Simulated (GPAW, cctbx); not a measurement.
# SbPW: what bonding does to one electron reflection, worked out

SbPW, Cmc2_1 (no. 36), a = 3.3065 Å, b = 12.1752 Å, c = 5.5354 Å, α = 90.00°, β = 90.00°, γ = 90.00°.

```
atom  mult.  x       y       z
  W1      4  0  0.8841  0.5241
 Sb1      4  0  0.5687  0.6259
  P1      4  0  0.7096  0.2911
```

The cell comes from substitution in a known structure type and wasn't matched to any measured phase.

A DFT run (GPAW, PBE, 450 eV, 7×4×7 k-points (along the axes of the calculation cell), Fermi–Dirac width 0.1 eV) gives the static X-ray structure factor of 020 as 109.883 e for the conventional cell; superposed free atoms give 110.102 e. **Problem.** Find the Fourier component V of the crystal potential and the two-beam extinction distance at 120 kV in both cases.

## 1. Geometry

The cell volume is Ω = 222.84 Å³ and d(020) = 6.0876 Å, so g = 1/d = 0.1643 Å⁻¹.

## 2. The nuclei

Electrons feel nuclei as well as electrons, so the nuclear charges are summed with the same phases.

Phase sums Σ exp(2πi h·x), turned so that the total is real and positive: W +0.454, Sb +2.599, P -3.495. Then F_Z = 74 × (+0.454) + 51 × (+2.599) + 15 × (-3.495) = 113.75 e. The electron term has the same sign for this reflection.

## 3. Mott–Bethe

Poisson's equation, term by term, gives V = (e/4πε₀)(F_Z − F)/(πΩg²), with e/4πε₀ = 14.3996 V Å.

The prefactor is 14.3996 × 6.0876²/(π × 222.84) = 0.76225 V per electron. Free atoms: (113.75 − 110.102) × 0.76225 = 2.784 V. Crystal: (113.75 − 109.883) × 0.76225 = 2.951 V. F changes by -0.20 % and V by +6.0 %: the same 0.22 e is measured against F_Z − F = 3.7 e in place of F = 110.1 e.

## 4. Extinction distance

In the two-beam case ξ = 1/(λU) with U = 2γm₀eV/h², that is ξ = 150.41 V Å²/(γλV).

At 120 kV, λ = 0.03349 Å and γ = 1.2348. Free atoms: ξ = 1306 Å. Crystal: ξ = 1232 Å. The thickness fringes go as sin²(πt/ξ), so the two patterns slip by a quarter of a period when t|1/ξ₁ − 1/ξ₀| = 1/4, at t ≈ 545 nm. Thermal motion, absorption and many-beam coupling, left out here, change a real pattern.

## 5. Answer

V(020) is 2.95 V against 2.78 V, and ξ is 1232 against 1306 Å. Limits: static atoms, two beams.

[Outputs are excerpts: Python notices, other lines and further rows are left out; steps that failed or that the build refused (PBEsol, TPSS) are not shown.]

[Logs are printed without paths, hosts, clocks, repeated set-up lines and the standing remarks that a program may print on its own settings, such as how far it seeks lower states.]
